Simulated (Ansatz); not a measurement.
# Moving the knobs of a GW run on BaTiO3 (Barioperovskite)

Aim: change settings of a G0W0 run on BaTiO3 (Barioperovskite) and see what moves.

Program: Ansatz 0.2.0. Level of theory: G0W0 on LDA, plane waves, PAW. Results are calculated unless marked as measured.

### Step 1. Set-up

The structure is orthorhombic, space group Amm2 (No. 38). Conventional cell: a = 3.986 Å, b = 5.674 Å, c = 5.690 Å, α = 90.00°, β = 90.00°, γ = 90.00°. Nearest to Ba lie 12 O at 2.77 to 2.92 Å. Nearest to Ti lie 6 O at 1.93 to 2.09 Å. Nearest to O lie 2 Ti at 2.00 Å and 4 Ba at 2.77 to 2.92 Å. Nearest to O lie 2 Ti at 1.93 to 2.09 Å and 4 Ba at 2.81 to 2.84 Å. Farther neighbours and most contacts between anions are not listed.

The cell and positions come from the Crystallography Open Database and are kept as given unless a step says otherwise. Spin-orbit coupling is left out unless a step names it. The default PAW set here is soft_1. Its files were made with PBE; for other functionals the partial waves and projectors stay those of PBE.

### Step 2. The base run: 4×4×4 mesh, 83 empty bands, screening to 69 eV

Now the one-shot GW correction: screening in the RPA, then the self-energy of the levels asked for.

Contents of input.yaml:

```yaml
crystal:
  lattice:
    - [3.9855, 0.0, 0.0]
    - [0.0, 2.8369, 2.84515]
    - [0.0, -2.8369, 2.84515]
  atoms:
    - { symbol: Ba, position: [0.0, 0.0, 0.0] }
    - { symbol: Ti, position: [0.5, 0.5124, 0.5124] }
    - { symbol: O, position: [0.0, 0.4874, 0.4874] }
    - { symbol: O, position: [0.5, 0.50524, 0.99184] }
    - { symbol: O, position: [0.5, 0.99184, 0.50524] }
kpoints:
  mp_grid: { grid: [4, 4, 4] }
hamiltonian:
  xc: lda
  pseudopotentials: { kind: paw, azcp: { folder: "./paw" } }
scf:
  occupations: { method: fixed }
gw:
  n_empty_bands: 83
  ecut_chi: 69
  qp_bands: [v2, c2]
  qp_kpoints: band_edges
  screening: { model: contour_deformation }
```

On the command line:

```bash
ansatz run input.yaml --threads 3 --pin off --max-ram 92160MiB --backend cuda --events-out ev --progress --plain --runs-dir out --devices 1 --max-vram 13GiB
```

Numbers of over 12 decimals in the logs are rounded to 6 here.

The log of the run:

```text
Warning: <dir> the record states the generating functional pbe (its physics header spells it `PBE`), which answers neither for hamiltonian.xc's functional nor for the lda family's — results may be inconsistent (PPs are generated against a specific XC)
Warning: <dir> the record states the generating functional pbe (its physics header spells it `PBE`), which answers neither for hamiltonian.xc's functional nor for the lda family's — results may be inconsistent (PPs are generated against a specific XC)
Warning: <dir> the record states the generating functional pbe (its physics header spells it `PBE`), which answers neither for hamiltonian.xc's functional nor for the lda family's — results may be inconsistent (PPs are generated against a specific XC)
GPUs: using 1 of 1 available (devices: 1).
Engine: ansatz 0.2.0, x86_64-unknown-linux-gnu
Pseudopotentials: kind: paw
Pseudopotential: Ba, paw, valence charge 10, recommended cutoff 420 eV (normal), <dir>
Pseudopotential: Ti, paw, valence charge 12, recommended cutoff 420 eV (normal), <dir>
Pseudopotential: O, paw, valence charge 6, recommended cutoff 420 eV (normal), <dir>
Functional definition: SPW92
  exchange = slater_x
  correlation = pw_c
device memory: the entry about to start is reckoned to put 0.7 GiB on a device that reports 66.2 GiB free (of which the cap on the GPU budget leaves the run 13.0 GiB)
GPU FFT provider: cuFFT
GPU libraries: cuBLAS 13.8.2, cuFFT 12.4.0, cuSOLVER 12.3.4
Crystal: 5 atoms, lattice volume = 64.337 Å³
Basis set: ecut = 420 eV, 1249 PW (Γ)
Bands: 25, of which v1, the nominal top of the filled ones, is band 20 counted from 1 (19 counted from 0)
Symmetry: 4 space group operations
Space group: Amm2 (ITA 38), of the structure as read, at distance tolerance 4.0e-5 Å
k-points: 21 of 64 (time reversal used)
Non-local potential: Ba, projectors of the file, l = 0: 3, l = 1: 2, l = 2: 2, l = 3: 2
Non-local potential: Ti, projectors of the file, l = 0: 3, l = 1: 2, l = 2: 3, l = 3: 1
Non-local potential: O, projectors of the file, l = 0: 2, l = 1: 2, l = 2: 1
PAW form: soft (Blöchl's): semilocal exchange-correlation on the pseudo side does not see the compensation charge
PAW frozen core: Ba, regenerated for the run's functional, and the local potential with it (the file was generated under x = pbe(κ = 0.804, μ = 0.219515), c = pbe(β = 0.066725))
PAW frozen core: Ti, regenerated for the run's functional, and the local potential with it (the file was generated under x = pbe(κ = 0.804, μ = 0.219515), c = pbe(β = 0.066725))
PAW frozen core: O, regenerated for the run's functional, and the local potential with it (the file was generated under x = pbe(κ = 0.804, μ = 0.219515), c = pbe(β = 0.066725))
PAW one-centre angular grid: Ba, 194 points (default); XC on 64 Gauss nodes
[...]
gw.qp_kpoints: band_edges: 15 of 21 stored k-points solved, in 1 pass; an edge of the gap read off the rows below is read off those points alone
    valence top: of the k-points left out ik 17 came nearest to being solved in a further pass, in band 19 (counted from 1, as in the quasiparticle table): it holds the edge there only if its correction is more favourable than any solved in that band by at least 0.524 eV; those differ by 0.136 eV
    conduction bottom: of the k-points left out ik 4 came nearest to being solved in a further pass, in band 21 (counted from 1, as in the quasiparticle table): it holds the edge there only if its correction is more favourable than any solved in that band by at least 1.032 eV; those differ by 0.046 eV
  `?` marks the rows in doubt; gw_qp.tsv's column doubts and the gw_qp event give each row's grounds
    ik  band        ε_KS         Σx   Σc(E_QP)       V_xc       Z   E_QP_lin       E_QP  E_QP is
     0    19      9.6386   -25.8682     4.6314   -21.4135  0.7282     9.8147     9.8153  root
     0    20      9.6850   -25.9730     4.6907   -21.4534  0.7286     9.8555     9.8561  root
     0    21     11.6643   -12.6281    -6.1647   -20.5685  0.7378    13.5309    13.4400  root
     0    22     11.7283   -12.7556    -6.0571   -20.5747  0.7372    13.5807    13.4903  root
     1    19      9.2677   -25.2933     4.4587   -21.0113  0.7250     9.4439     9.4445  root
     1    20      9.3741   -25.6735     4.6647   -21.1666  0.7256     9.5313     9.5318  root
     1    21     11.8258   -13.0246    -6.1351   -20.9389  0.7340    13.6995    13.6049  root
     1    22     12.6127   -14.0439    -6.1587   -21.9609  0.7171    14.4756    14.3710  root ?
     2    19      9.0570   -25.4351     4.6692   -20.8992  0.7228     9.1900     9.1903  root
[...]
2    22     13.3826   -14.7206    -6.7356   -23.2286  0.6933    15.2911    15.1550  root ?
[...]
3    21     12.6793   -14.0523    -6.2496   -22.0712  0.7161    14.5568    14.4485  root ?
     3    22     12.6948   -14.2748    -6.2606   -22.3067  0.7127    14.5767    14.4660  root ?
[...]
5    21     12.5533   -13.8863    -6.2852   -21.9500  0.7176    14.4392    14.3318  root ?
     5    22     12.8094   -14.3843    -6.2533   -22.4039  0.7113    14.6865    14.5756  root ?
[...]
6    21     13.3979   -14.7362    -6.8386   -23.3560  0.6917    15.3188    15.1790  root ?
     6    22     13.4583   -14.7295    -6.8677   -23.3771  0.6911    15.3789    15.2382  root ?
[...]
18    19      9.3280   -25.1416     4.9505   -20.2661  0.7160     9.4029     9.4031  root
    18    20      9.8168   -25.6972     4.9934   -20.8313  0.7190     9.9440     9.9443  root
    18    21     13.7080   -14.6894    -7.0813   -23.5430  0.6853    15.6302    15.4805  root ?
    18    22     13.7098   -14.7167    -7.0631   -23.5477  0.6855    15.6261    15.4778  root ?
    20    19      9.8326   -25.7586     5.0020   -20.8921  0.7190     9.9676     9.9680  root
    20    20      9.8428   -25.7535     4.9939   -20.8970  0.7191     9.9797     9.9801  root
    20    21     14.0196   -14.6747    -7.4119   -23.8503  0.6744    15.9415    15.7833  root ?
    20    22     14.0614   -14.7010    -7.4892   -23.9546  0.6717    15.9877    15.8259  root ?
[key lines of the parts left out:]
SCF converged after 9 iterations
Free energy (F): -9904.526772 eV
Fermi energy:    9.842753 eV
```

It took 21 s on 1 × NVIDIA H100 80GB HBM3 (shared by 6 runs) with 3 threads of AMD EPYC 7R13 (Zen 3), shared host; peak memory 1.1 GiB; 9 s of CPU time.

Numbers from this step:

```
bands summed                                 : 103
RPA ε∞ on this mesh (eigenvalues)            : 6.584, 6.649, 6.716
plane waves in the screening matrix          : 81
q-points in the mesh                         : 64
G0W0 gap on the mesh                         : 3.460 eV
k of the valence top                         : -0.5, -0.5, -0.5
k of the conduction bottom                   : 0, 0, 0
starting gap on the mesh                     : 1.822 eV
Z at the valence top                         : 0.7191
Z at the conduction bottom                   : 0.7378
least direct G0W0 gap on the computed points : 3.584 eV
```

The gap on the mesh goes from 1.82 eV to 3.46 eV, a correction of +1.64 eV. Between the two edge states, bare exchange in place of the xc potential would open the gap by 12.80 eV, and correlation takes back 11.16 eV.

### Step 3. Variant: static remainder

This step: G0W0 on LDA, plane waves, norm-conserving pseudopotentials.

input.yaml, the sections that differ from step 2:

```yaml
hamiltonian:
  xc: lda
  pseudopotentials: { kind: nc }
gw:
  n_empty_bands: 67
  ecut_chi: 100
  qp_bands: [v2, c2]
  qp_kpoints: band_edges
  screening: { model: contour_deformation }
  static_remainder: true
# crystal, kpoints, scf: as in step 2
```

The log of the run:

```text
Warning: gw takes pair_densities: pseudo, which can misplace gaps by tens of per cent, since gw.static_remainder lacks the terms of the atoms
GPUs: using 1 of 1 available (devices: 1).
[...]
GPU FFT provider: cuFFT
GPU libraries: cuBLAS 13.8.2, cuFFT 12.4.0, cuSOLVER 12.3.4
Crystal: 5 atoms, lattice volume = 64.337 Å³
Basis set: ecut = 1142.878222 eV, 5637 PW (Γ)
Bands: 25, of which v1, the nominal top of the filled ones, is band 20 counted from 1 (19 counted from 0)
[... 1 set-up line as in the run before ...]
[...]
k-points: 21 of 64 (time reversal used)
[...]
GPU buffer pool allocated for 91125 grid points (all kernels)
[...]
SCF iter   1: F=—  HF=-3736.999306 eV  |F-HF|=—  |Δ(HF+E_count)|=         —  Δρ=5.16e-2  dr2=1.82e0  ethr=3.10e-3  ⟨swp⟩=5.5  Hψ=2271  notcnv=0  defer=53
[...]
SCF iter   9: F=-3736.334386 eV  HF=-3736.334386 eV  |F-HF|=3.27e-8  |Δ(HF+E_count)|=   3.13e-8  Δρ=8.37e-6  dr2=3.94e-8  ethr=2.50e-10  ⟨swp⟩=14.4  Hψ=3375  notcnv=0
SCF 1 converged in 9 iterations: F = -3736.334386 eV  dr2 = 3.94e-8
[...]
NSCF: frozen V_eff on 21 k-points, pencils in batches of 32, up to order 100
[...]
NSCF: frozen V_eff on 21 k-points
G₀W₀ screening: q 1/21
[... further progress lines ...]
[...]
SCF converged after 9 iterations
Free energy (F): -3736.334386 eV
[...]
Internal energy: -3736.334386 eV  (E = F + TS)
E sigma→0 (E₀):  -3736.334386 eV
Fermi energy:    9.921505 eV
[...]
--- Band table (eV; the first three rows and the last of 21) ---
  k-point 0: bands = [... 16 lower, 8.7976, 9.5958, 9.7052, 9.7513, 11.7593, 11.8228, 11.9852, 14.0591, ... 1 higher]
  k-point 1: bands = [... 16 lower, 8.4731, 8.7027, 9.3358, 9.4411, 11.9211, 12.7099, 12.7650, 14.0944, ... 1 higher]
  k-point 2: bands = [... 16 lower, 8.0759, 8.2439, 9.1237, 9.2056, 11.9876, 13.4845, 13.5125, 14.0914, ... 1 higher]
  k-point 20: bands = [... 16 lower, 7.5851, 9.8757, 9.9113, 9.9215, 14.1267, 14.1690, 14.1798, 16.5980, ... 1 higher]
[...]
static-remainder magnitude (band-truncation diagnostic): 1.7365 eV
[...]
0    19      9.7052   -24.7786     4.2690   -19.9487  0.7260     9.1377     9.1444  root
     0    20      9.7513   -24.8751     4.3239   -19.9848  0.7263     9.1781     9.1849  root
     0    21     11.7593   -11.4475    -6.3762   -18.7922  0.7379    12.7470    12.7277  root
     0    22     11.8228   -11.5715    -6.2714   -18.8035  0.7372    12.8025    12.7835  root
     1    19      9.3358   -24.2980     4.1242   -19.6388  0.7229     8.7944     8.8008  root
     1    20      9.4411   -24.6618     4.3172   -19.7886  0.7236     8.8782     8.8851  root
     1    21     11.9211   -11.8084    -6.3545   -19.1235  0.7340    12.9012    12.8817  root
     1    22     12.7099   -12.7406    -6.3820   -20.0289  0.7165    13.6371    13.6162  root
[...]
20    19      9.9113   -24.8911     4.6633   -19.6915  0.7165     9.3685     9.3750  root
    20    20      9.9215   -24.8877     4.6555   -19.6979  0.7166     9.3807     9.3871  root
    20    21     14.1267   -13.1149    -7.5784   -21.5579  0.6731    15.0198    14.9913  root
    20    22     14.1690   -13.1336    -7.6481   -21.6487  0.6702    15.0652    15.0360  root
```

Run time: 24 s. Hardware: 1 × NVIDIA H100 80GB HBM3 (shared by 6 runs) with 3 threads; peak memory 1.2 GiB; 20 s of CPU time.

Against the base:

```tsv
setting	base	variant
files	default PAW	norm-conserving
empty bands	83	67
screening cutoff (eV)	69	100
static remainder	-	true
```

```tsv
quantity	variant	base
starting gap on the mesh	1.838	1.822
G0W0 gap on the mesh	3.341	3.460
least direct G0W0 gap on the computed points	3.543	3.584
Z at the valence top	0.717	0.719
Z at the conduction bottom	0.738	0.738
```

### Step 4. Variant: guard bands

This step: G0W0 on LDA, plane waves, PAW.

input.yaml, the sections that differ from step 3:

```yaml
hamiltonian:
  xc: lda
  pseudopotentials: { kind: paw, azcp: { folder: "./paw" } }
gw:
  n_empty_bands: 104
  ecut_chi: 80
  qp_bands: [v2, c2]
  qp_kpoints: band_edges
  screening: { model: contour_deformation }
  n_guard_bands: 2
# crystal, kpoints, scf: as in step 3
```

The log of the run:

```text
[...]
GPUs: using 1 of 1 available (devices: 1).
[...]
GPU FFT provider: cuFFT
GPU libraries: cuBLAS 13.8.2, cuFFT 12.4.0, cuSOLVER 12.3.4
Crystal: 5 atoms, lattice volume = 64.337 Å³
Basis set: ecut = 420 eV, 1249 PW (Γ)
Bands: 25, of which v1, the nominal top of the filled ones, is band 20 counted from 1 (19 counted from 0)
[... 1 set-up line as in the run before ...]
[...]
k-points: 21 of 64 (time reversal used)
[...]
GPU buffer pool allocated for 19683 grid points (all kernels)
[...]
SCF iter   1: F=—  HF=-9905.087786 eV  |F-HF|=—  |Δ(HF+E_count)|=         —  Δρ=5.70e-2  dr2=2.16e0  ethr=3.10e-3  ⟨swp⟩=4.7  Hψ=2018  notcnv=0  defer=37
[...]
SCF iter   9: F=-9904.526772 eV  HF=-9904.526772 eV  |F-HF|=2.18e-10  |Δ(HF+E_count)|=   1.05e-8  Δρ=3.84e-6  dr2=7.80e-9  ethr=2.50e-10  ⟨swp⟩=7.5  Hψ=2048  notcnv=0
SCF 1 converged in 9 iterations: F = -9904.526772 eV  dr2 = 7.80e-9
[...]
G₀W₀ screening: q 1/21
[... further progress lines ...]
[...]
SCF converged after 9 iterations
Free energy (F): -9904.526772 eV
[...]
Internal energy: -9904.526772 eV  (E = F + TS)
E sigma→0 (E₀):  -9904.526772 eV
Fermi energy:    9.842753 eV
[...]
--- Band table (eV; the first three rows and the last of 21) ---
  k-point 0: bands = [... 16 lower, 8.7190, 9.5275, 9.6386, 9.6850, 11.6643, 11.7283, 11.8924, 13.9450, ... 1 higher]
  k-point 1: bands = [... 16 lower, 8.3931, 8.6264, 9.2677, 9.3741, 11.8258, 12.6127, 12.6681, 13.9792, ... 1 higher]
[...]
1    22     12.6127   -14.0439    -6.2511   -21.9609  0.7156    14.3670    14.2786  root
[...]
2    22     13.3826   -14.7206    -6.8271   -23.2286  0.6916    15.1789    15.0635  root ?
[...]
6    21     13.3979   -14.7362    -6.9305   -23.3560  0.6900    15.2056    15.0872  root ?
     6    22     13.4583   -14.7295    -6.9583   -23.3771  0.6894    15.2673    15.1476  root ?
[...]
9    22     13.3977   -14.7121    -6.8959   -23.2941  0.6905    15.2012    15.0838  root ?
[...]
13    21     13.6746   -14.7071    -7.1276   -23.5186  0.6853    15.4844    15.3585  root ?
    13    22     13.7062   -14.6841    -7.1823   -23.5431  0.6832    15.5114    15.3829  root ?
[...]
14    22     13.3573   -14.7629    -6.7680   -23.2081  0.6931    15.1475    15.0344  root ?
[...]
15    22     13.4058   -14.7237    -6.8848   -23.2901  0.6908    15.2038    15.0874  root ?
[...]
16    21     13.4128   -14.7184    -6.9395   -23.3467  0.6897    15.2204    15.1017  root ?
    16    22     13.4286   -14.7845    -6.9161   -23.3835  0.6893    15.2293    15.1115  root ?
    18    19      9.3280   -25.1416     4.8900   -20.2661  0.7143     9.3425     9.3425  root
    18    20      9.8168   -25.6972     4.9310   -20.8313  0.7172     9.8818     9.8820  root
    18    21     13.7080   -14.6894    -7.1749   -23.5430  0.6836    15.5156    15.3869  root ?
    18    22     13.7098   -14.7167    -7.1558   -23.5477  0.6837    15.5127    15.3850  root ?
    20    19      9.8326   -25.7586     4.9389   -20.8921  0.7172     9.9049     9.9050  root
    20    20      9.8428   -25.7535     4.9305   -20.8970  0.7173     9.9167     9.9168  root
    20    21     14.0196   -14.6747    -7.5044   -23.8503  0.6727    15.8267    15.6908  root ?
    20    22     14.0614   -14.7010    -7.5828   -23.9546  0.6699    15.8715    15.7323  root ?
```

Wall time 19 s (1 × NVIDIA H100 80GB HBM3 (shared by 6 runs) with 3 threads); peak memory 1.1 GiB.

The G0W0 gap on the mesh is 3.431 eV.

Against the base:

```tsv
setting	base	variant
empty bands	83	104
screening cutoff (eV)	69	80
n guard bands	-	2
```

```tsv
quantity	variant	base
starting gap on the mesh	1.822	1.822
G0W0 gap on the mesh	3.431	3.460
least direct G0W0 gap on the computed points	3.559	3.584
Z at the valence top	0.717	0.719
Z at the conduction bottom	0.737	0.738
```

### Step 5. Results

```
base             : 3.46 eV, 21 s
static remainder : 3.34 eV, 24 s
guard bands      : 3.43 eV, 19 s
```

Static remainder: the gap moves by −0.12 eV (the plane-wave cutoff goes from 420 to 1142.88 eV); such settings are too crude to quote. The variant differs from the base in files, empty bands, screening cutoff and static remainder together, so the change can't be laid to one of them. This option needs pseudo pair densities, which the log warns can misplace gaps. Guard bands: the gap moves by −0.03 eV. The variant differs from the base in empty bands, screening cutoff and n guard bands together, so the change can't be laid to one of them. All runs here use a coarse mesh and modest cutoffs; they test settings and are not final values. The 4×4×4 mesh is coarse for this cell (its supercell is 16 Å along the shortest edge). The RPA ε∞ on it, from the LDA start, is 6.58, 6.65 and 6.72; such meshes misread the long-range screening, most where the gap is narrow. The many-body steps are scalar-relativistic: spin-orbit coupling is not in them.

[Paths, hosts, dates, memory and timing lines, banners, echoed tables and standing remarks are left out of the program output.]

[Logs are printed without paths, hosts, clocks, repeated set-up lines and the standing remarks that a program may print on its own settings, such as how far it seeks lower states.]

[Runs of the session that timed out or met a known fault of the program may be left out.]

[Cells called generated may have been cut or substituted from an entry of the Crystallography Open Database or the Materials Project.]

[Hosts, paths, dates, database ids (printed as entryN), source tags and the programs' standing remarks are cut or masked in the printed files.]
